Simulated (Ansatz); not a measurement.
# CdInCl3 in Imma, a phase reached by a soft mode: a soft mode frozen in, part 2 of 3

Wanted: the energy along a soft mode of CdInCl3 in Imma, a phase reached by a soft mode and the structure at the end.

Ansatz 0.2.0; DFT PBEsol, scalar-relativistic, plane waves, PAW; PAW set soft_1.

So far. Step 4 (The mode frozen in, largest atomic shift 0.22 Å): The run ends at a pressure of 0.04 GPa, with forces up to 0.013 eV/Å.

The structure was built from a prototype and need not be the compound's stable phase.

**5. Energy along the mode, all amplitudes (two of the runs are shown above)**

An imaginary frequency means negative curvature, so the energy should fall and then rise again as anharmonic terms take over.

Numbers from this step:

```
depth at the lowest point sampled  : 0.216 meV/atom
largest atomic shift at that point : 0.22 Å
```

Table of energy from the parent by largest atomic shift:

```csv
largest atomic shift (Å),energy from the parent (meV/atom)
0.000,0
0.040,-0.017
0.080,-0.065
0.140,-0.164
0.220,-0.216
0.320,0.324
0.450,3.75
0.600,16.7
```

Displacement at unit largest shift by atom:

| atom | x (Å) | y (Å) | z (Å) | size |
| --- | --- | --- | --- | --- |
| In1 | -0.48 | 0.00 | 0.00 | 0.48 |
| In2 | -0.48 | 0.00 | 0.00 | 0.48 |
| Cd3 | 0.07 | 0.00 | 0.00 | 0.07 |
| Cd4 | 0.07 | 0.00 | 0.00 | 0.07 |
| Cl5 | 1.00 | 0.00 | 0.00 | 1.00 |
| Cl6 | 1.00 | 0.00 | 0.00 | 1.00 |
| Cl7 | 0.17 | 0.00 | -0.07 | 0.18 |
| Cl8 | 0.17 | 0.00 | -0.07 | 0.18 |
| Cl9 | 0.17 | 0.00 | 0.07 | 0.18 |
| Cl10 | 0.17 | 0.00 | 0.07 | 0.18 |

The lowest of the steps tried is at 0.22 Å, 0.216 meV/atom below the parent; the bottom of the well need not coincide with a step.

**6. Relaxation from the frozen mode**

Starting from the lowest point found, all atoms and the cell are let go, so that strain and other modes of the same symmetry can join in.

input.yaml reads:

```yaml
crystal:
  lattice:
    - [-3.5733330105, 4.9905401262, 3.6858521974]
    - [3.5733330105, -4.9905401262, 3.6858521974]
    - [3.5733330105, 4.9905401262, -3.6858521974]
  atoms:
    - { symbol: In, position: [0.7712407335, 0.0064092996, 0.7351685661] }
    - { symbol: In, position: [0.2287592665, 0.9639278326, 0.2351685661] }
    - { symbol: Cd, position: [0.0, 0.5021493337, 0.5021493337] }
    - { symbol: Cd, position: [0.5, 0.5021493337, 0.0021493337] }
    - { symbol: Cl, position: [0.3389323593, 0.6197159442, 0.7807835849] }
    - { symbol: Cl, position: [0.6610676407, 0.4418512256, 0.2807835849] }
    - { symbol: Cl, position: [0.7999145124, 0.5030901279, 0.8072622491] }
    - { symbol: Cl, position: [0.1958278788, 0.5030901279, 0.2031756155] }
    - { symbol: Cl, position: [0.2000854876, 0.0073477367, 0.7031756155] }
    - { symbol: Cl, position: [0.8041721212, 0.0073477367, 0.3072622491] }
kpoints:
  mp_grid: { grid: [6, 6, 6] }
hamiltonian:
  xc: pbesol
  pseudopotentials: { kind: paw, azcp: { folder: soft_1 }, xc_functional: pbe }
scf:
  occupations: { method: fixed }
output:
  forces: true
  stress: true
  eigenvalues: true
relax:
  adjacent_minimum: "off"
  f_tol: 0.002
  max_steps: 120
  cell: { stress_tol: 0.03 }
```

Started as:

```sh
$ ansatz run input.yaml --threads 4 --pin off --max-ram 16384MiB --backend cpu --events-out ev --progress --plain --runs-dir out
```

Numbers of over 12 decimals in the logs are rounded to 6 here.

What it wrote:

```text
[...]
Crystal: 10 atoms, lattice volume = 262.917 Å³
Basis set: ecut = 420 eV, 5123 PW (Γ), exchange–correlation on 96×96×96 points (8 copies of the dense FFT grid, shifted against one another)
Bands: 65, of which v1, the nominal top of the filled ones, is band 54 counted from 1 (53 counted from 0)
Symmetry: 4 space group operations
[...]
k-points: 46 of 216 (time reversal used)
[...]
SCF iter   1: F=—  HF=-33796.728145 eV  |F-HF|=—  |Δ(HF+E_count)|=         —  Δρ=5.34e-2  dr2=8.96e0  ethr=3.10e-3  ⟨swp⟩=4.9  Hψ=9704  notcnv=0  defer=375
[...]
SCF iter   9: F=-33793.280642 eV  HF=-33793.280642 eV  |F-HF|=3.45e-9  |Δ(HF+E_count)|=   2.00e-7  Δρ=1.33e-6  dr2=6.89e-9  ethr=9.26e-11  ⟨swp⟩=17.2  Hψ=17892  notcnv=0
SCF 1 converged in 9 iterations: F = -33793.280642 eV  dr2 = 6.89e-9
[...]
relax step   1: F+E_penalty+E_count = -33793.28064235 eV  Δ(F+E_penalty+E_count) = +0.000e0 eV  max|allowed force component| = 1.193e-2 eV/Å  Δτ_max = 0.0000 Å  P = +0.044 GPa  Ω = 262.917 Å³  (9 SCF iters, dr2 threshold 1.00e-7 eV, accepted)
Crystal: 10 atoms, lattice volume = 263.236 Å³
[...]
iter 1 solved again at ethr=3.35e-7 eV; its pass at ethr=3.10e-3 eV (dr2=3.62e-4 eV) is discarded
[...]
SCF iter   5: F=-33793.281224 eV  HF=-33793.281224 eV  |F-HF|=1.43e-9  |Δ(HF+E_count)|=   3.54e-8  Δρ=3.77e-6  dr2=3.54e-8  ethr=3.88e-11  ⟨swp⟩=12.6  Hψ=17232  notcnv=0
SCF 2 converged in 5 iterations: F = -33793.281224 eV  dr2 = 3.54e-8
relax step   2: F+E_penalty+E_count = -33793.28122374 eV  Δ(F+E_penalty+E_count) = -5.814e-4 eV  max|allowed force component| = 7.807e-3 eV/Å  Δτ_max = 0.0049 Å  P = +0.009 GPa  Ω = 263.236 Å³  energy of the carried Pulay correction = -2.965e-5 eV  (5 SCF iters, dr2 threshold 4.19e-8 eV, accepted)
Crystal: 10 atoms, lattice volume = 263.344 Å³
[...]
SCF iter   6: F=-33793.281432 eV  HF=-33793.281432 eV  |F-HF|=2.09e-9  |Δ(HF+E_count)|=   8.53e-9  Δρ=1.48e-6  dr2=5.31e-9  ethr=5.25e-12  ⟨swp⟩=12.7  Hψ=17039  notcnv=0
SCF 3 converged in 6 iterations: F = -33793.281432 eV  dr2 = 5.31e-9
relax step   3: F+E_penalty+E_count = -33793.28143173 eV  Δ(F+E_penalty+E_count) = -2.080e-4 eV  max|allowed force component| = 3.675e-3 eV/Å  Δτ_max = 0.0068 Å  P = +0.005 GPa  Ω = 263.344 Å³  energy of the carried Pulay correction = -3.972e-5 eV  (6 SCF iters, dr2 threshold 5.67e-9 eV, accepted)
[...]
relax step   4: F+E_penalty+E_count = -33793.28145574 eV  Δ(F+E_penalty+E_count) = -2.401e-5 eV  max|allowed force component| = 2.024e-3 eV/Å  Δτ_max = 0.0026 Å  P = -0.001 GPa  Ω = 263.413 Å³  energy of the carried Pulay correction = -4.611e-5 eV  (6 SCF iters, dr2 threshold 8.44e-10 eV, accepted)
[...]
relax step   5: F+E_penalty+E_count = -33793.28149239 eV  Δ(F+E_penalty+E_count) = -3.666e-5 eV  max|allowed force component| = 6.866e-4 eV/Å  Δτ_max = 0.0065 Å  P = +0.007 GPa  Ω = 263.411 Å³  energy of the carried Pulay correction = -4.594e-5 eV  (7 SCF iters, dr2 threshold 2.56e-10 eV, accepted)
[...]
relax step   6: F+E_penalty+E_count = -33793.28148585 eV  Δ(F+E_penalty+E_count) = +6.540e-6 eV  max|allowed force component| = 6.295e-4 eV/Å  Δτ_max = 0.0041 Å  P = -0.007 GPa  Ω = 263.538 Å³  energy of the carried Pulay correction = -5.774e-5 eV  (8 SCF iters, accepted)
[...]
SCF iter   1: F=—  HF=-33793.281689 eV  |F-HF|=—  |Δ(HF+E_count)|=         —  Δρ=2.60e-5  dr2=4.77e-8  ethr=3.82e-7  ⟨swp⟩=3.8  Hψ=18029  notcnv=0  defer=413
eigensolver tolerance schedule: the retry pair's looser diagonalisation over-reported the residual by 8661.91 of it (diagonalisation noise at an unbounded share of the residual, at the tolerance the schedule requests for it); recorded, not acted on — ethr = c·dr2/N_el stays at c = 1.0e-1
[...]
SCF iter   2: F=—  HF=-33793.281539 eV  |F-HF|=—  |Δ(HF+E_count)|=   1.50e-4  Δρ=1.31e-5  dr2=1.31e-8  ethr=4.41e-11  ⟨swp⟩=3.9  Hψ=6832  notcnv=0  defer=375
[...]
SCF iter   5: F=-33793.281544 eV  HF=-33793.281544 eV  |F-HF|=0.00e0  |Δ(HF+E_count)|=   1.25e-9  Δρ=1.00e-7  dr2=1.81e-11  ethr=1.00e-12  ⟨swp⟩=16.8  Hψ=16960  notcnv=0
SCF 7 converged in 5 iterations: F = -33793.281544 eV  dr2 = 1.81e-11
relax step   7: F+E_penalty+E_count = -33793.28154401 eV  Δ(F+E_penalty+E_count) = -5.815e-5 eV  max|allowed force component| = 6.315e-4 eV/Å  Δτ_max = 0.0000 Å  P = -0.007 GPa  Ω = 263.538 Å³  stress off target by 9.87e-3 GPa  SCF on the basis re-selected at this cell (its energy is not comparable with the rows above)  (5 SCF iters)
basis re-selected at this cell: Δ(F+E_penalty+E_count) = -5.815e-5 eV, ΔP = +0.000 GPa vs the last step (what re-selecting the basis moved, of the pressure what is left beyond the Pulay correction that the steps carried, after the strain that the cell walked since its last selection, with what the two solves' SCF thresholds leave and, on support functions, any second-order correction that the steps lacked; it is no m [...]
SCF converged after 5 iterations
Free energy (F): -33793.281544 eV
[...]
Internal energy: -33793.281544 eV  (E = F + TS)
E sigma→0 (E₀):  -33793.281544 eV
Fermi energy:    4.776158 eV
[...]
--- Forces (eV/Å), atoms counted from 1 ---
  atom   1  In    -0.00001908    -0.00000000    -0.00011846
  atom   2  In    -0.00001908     0.00000000     0.00011846
  atom   3  Cd    -0.00013353     0.00000000    -0.00000000
  atom   4  Cd    -0.00013353     0.00000000    -0.00000000
  atom   5  Cl    -0.00008454    -0.00000000    -0.00063148
  atom   6  Cl    -0.00008454     0.00000000     0.00063148
  atom   7  Cl     0.00011885     0.00033260    -0.00024078
  atom   8  Cl     0.00011885    -0.00033260    -0.00024078
  atom   9  Cl     0.00011885    -0.00033260     0.00024078
  atom  10  Cl     0.00011885     0.00033260     0.00024078
  max |Σ_I F_I| component: 1.06e-6 eV/Å
--- Stress (GPa, compression-positive) ---
       -0.003137      -0.000000       0.000000
       -0.000000      -0.009867       0.000000
        0.000000       0.000000      -0.006596
  P = ⅓ Tr σ = -0.0065 GPa (-0.065 kbar)
--- Band table (eV; the first three rows and the last of 46) ---
  k-point 0: bands = [... 50 lower, 3.6042, 3.7424, 3.7608, 4.2458, 6.3311, 9.8305, 9.9337, 9.9744, ... 7 higher]
  k-point 1: bands = [... 50 lower, 3.5342, 3.6232, 4.0101, 4.3353, 6.5798, 9.4834, 9.5761, 9.8139, ... 7 higher]
  k-point 2: bands = [... 50 lower, 3.2427, 3.4172, 4.4326, 4.5254, 7.2468, 8.8164, 8.9040, 9.2532, ... 7 higher]
  k-point 45: bands = [... 50 lower, 3.3572, 3.7334, 4.5688, 4.7691, 7.7990, 8.1238, 8.9226, 9.0841, ... 7 higher]
--- Relaxed structure (6 steps of the walk, 6 accepted, 1 SCFs on fresh bases) ---
  F+E_penalty+E_count = -33793.28154401 eV   max|allowed force component| = 6.315e-4 eV/Å   (the final SCF, on the basis selected at the relaxed cell)
  cell:  # Å, volume = 263.5383 Å³
    - [-3.587208, 4.986421, 3.683310]
    - [3.587208, -4.986421, 3.683310]
    - [3.587208, 4.986421, -3.683310]
  atoms:
    - { symbol: In, position: [0.770341, 0.00259275, 0.732252] }
    - { symbol: In, position: [0.229659, 0.961911, 0.232252] }
    - { symbol: Cd, position: [0, 0.502787, 0.502787] }
    - { symbol: Cd, position: [0.500000, 0.502787, 0.00278748] }
    - { symbol: Cl, position: [0.337840, 0.619019, 0.781179] }
    - { symbol: Cl, position: [0.662160, 0.443339, 0.281179] }
    - { symbol: Cl, position: [0.799091, 0.504255, 0.807157] }
    - { symbol: Cl, position: [0.197098, 0.504255, 0.205164] }
    - { symbol: Cl, position: [0.200909, 0.00806576, 0.705164] }
    - { symbol: Cl, position: [0.802902, 0.00806576, 0.307157] }
```

Elapsed: 2 min, on 4 threads of Arm Neoverse V2, shared host; peak memory 1 GiB; 7.8 min of CPU time.

Step by step:

```csv
step,energy less that of the first step (eV),largest force component (eV/Å),pressure (GPa),volume (Å³)
1,0.0000,0.0119,0.04,262.92
2,-0.0006,0.0078,0.01,263.24
3,-0.0008,0.0037,0.01,263.34
4,-0.0008,0.0020,0.00,263.41
5,-0.0009,0.0007,0.01,263.41
6,-0.0008,0.0006,-0.01,263.54
7*,-0.0009,0.0006,-0.01,263.54
```

Relaxation steps marked * repeat the geometry before them on a plane-wave basis chosen anew for their cell, so energy and pressure can jump there.

The run keeps the 4 symmetry operations that it works with, so distortions that break them were not tested.

```
conventional cell, symmetrised  before  after  change
                         a (Å)   9.981  9.973  -0.1 %
                         b (Å)   7.372  7.367  -0.1 %
                         c (Å)   7.147  7.174  +0.4 %
              volume (Å³/atom)   26.29  26.35  +0.2 %
```

The atoms that moved most (Å, as changes of fractional coordinates times the final cell):

```csv
atom,dx,dy,dz,length
In2,-0.021,0.000,0.007,0.022
In1,-0.021,0.000,-0.007,0.022
Cl10,0.007,-0.010,-0.002,0.013
Cl8,0.007,0.010,0.002,0.013
Cl7,0.007,-0.010,0.002,0.013
Cl9,0.007,0.010,-0.002,0.013
Cl6,0.003,0.000,0.008,0.009
Cl5,0.003,0.000,-0.008,0.009
```

Final coordinates:

```cif
data_structure
_symmetry_space_group_name_H-M 'P 1'
_symmetry_Int_Tables_number 1
_cell_length_a 7.1623
_cell_length_b 7.1623
_cell_length_c 7.1623
_cell_angle_alpha 119.889
_cell_angle_beta 91.754
_cell_angle_gamma 118.104
_cell_volume 263.54
loop_
_atom_site_label
_atom_site_type_symbol
_atom_site_fract_x
_atom_site_fract_y
_atom_site_fract_z
_atom_site_occupancy
In1 In 0.77034 0.00259 0.73225 1
In2 In 0.22966 0.96191 0.23225 1
Cd3 Cd 0.00000 0.50279 0.50279 1
Cd4 Cd 0.50000 0.50279 0.00279 1
Cl5 Cl 0.33784 0.61902 0.78118 1
Cl6 Cl 0.66216 0.44334 0.28118 1
Cl7 Cl 0.79909 0.50426 0.80716 1
Cl8 Cl 0.19710 0.50426 0.20516 1
Cl9 Cl 0.20091 0.00807 0.70516 1
Cl10 Cl 0.80290 0.00807 0.30716 1
```

Numbers from this step:

```
pressure          : -0.006533 GPa
gap on the k-mesh : 1.555 eV
volume per atom   : 26.35 Å³
```

The distorted start has space group Ima2; the relaxation ends in Ima2.

**7. The new phase in its own primitive cell**

The relaxed structure is symmetrised, reduced to its primitive cell and relaxed tightly, as its phonons need.

input.yaml reads:

```yaml
crystal:
  lattice:
    - [-4.9864209372, 3.6833102884, 3.5872076561]
    - [4.9864209372, -3.6833102884, 3.5872076561]
    - [4.9864209372, 3.6833102884, -3.5872076561]
  atoms:
    - { symbol: In, position: [0.0025927467, 0.7322517911, 0.7703409557] }
    - { symbol: In, position: [0.9619108354, 0.2322517911, 0.2296590443] }
    - { symbol: Cd, position: [0.5027874827, 0.5027874827, 0.0] }
    - { symbol: Cd, position: [0.5027874827, 0.0027874827, 0.5] }
    - { symbol: Cl, position: [0.6190191374, 0.7811790482, 0.3378400892] }
    - { symbol: Cl, position: [0.443338959, 0.2811790482, 0.6621599108] }
    - { symbol: Cl, position: [0.5042552644, 0.8071567755, 0.7990910126] }
    - { symbol: Cl, position: [0.5042552644, 0.2051642519, 0.197098489] }
    - { symbol: Cl, position: [0.0080657629, 0.7051642519, 0.2009089874] }
    - { symbol: Cl, position: [0.0080657629, 0.3071567755, 0.802901511] }
kpoints:
  mp_grid: { grid: [6, 6, 6] }
hamiltonian:
  xc: pbesol
  pseudopotentials: { kind: paw, azcp: { folder: soft_1 }, xc_functional: pbe }
scf:
  occupations: { method: fixed }
output:
  forces: true
  stress: true
  eigenvalues: true
relax:
  adjacent_minimum: "off"
  f_tol: 0.001
  max_steps: 60
  cell: { stress_tol: 0.01 }
```

What it wrote:

```text
[...]
Crystal: 10 atoms, lattice volume = 263.538 Å³
Basis set: ecut = 420 eV, 5127 PW (Γ), exchange–correlation on 96×96×96 points (8 copies of the dense FFT grid, shifted against one another)
Bands: 65, of which v1, the nominal top of the filled ones, is band 54 counted from 1 (53 counted from 0)
Symmetry: 4 space group operations
[...]
k-points: 46 of 216 (time reversal used)
[...]
- { symbol: Cd, position: [0.502787, 0.00278748, 0.500000] }
    - { symbol: Cl, position: [0.6190191374, 0.781179, 0.3378400892] }
    - { symbol: Cl, position: [0.443339, 0.281179, 0.662160] }
    - { symbol: Cl, position: [0.50425526445, 0.807156775475, 0.799091] }
    - { symbol: Cl, position: [0.50425526445, 0.205164, 0.197098] }
    - { symbol: Cl, position: [0.00806576, 0.705164251875, 0.200908987425] }
    - { symbol: Cl, position: [0.00806576, 0.307157, 0.802901511025] }
[key lines of the parts left out:]
SCF converged after 7 iterations
Free energy (F): -33793.281544 eV
Fermi energy:    4.776158 eV
P = ⅓ Tr σ = -0.0065 GPa (-0.065 kbar)
```

Elapsed: 39 s, on 4 threads; peak memory 1 GiB.

Little changed from the start: no atom moved by 0.005 Å and no cell edge by 0.1 %.

This step gave:

```
pressure           : -0.006534 GPa
direct gap on mesh : 2.085 eV
```

The largest force component left is 0.63 meV/Å and the pressure is -0.007 GPa, within the tolerances set. The cell now holds 26.35 Å³/atom.

[end of part 2 of 3]

[Logs are printed without paths, hosts, clocks, repeated set-up lines and the standing remarks that a program may print on its own settings, such as how far it seeks lower states.]

[Hosts, paths, dates, database ids (printed as entryN), source tags and the programs' standing remarks are cut or masked in the printed files.]
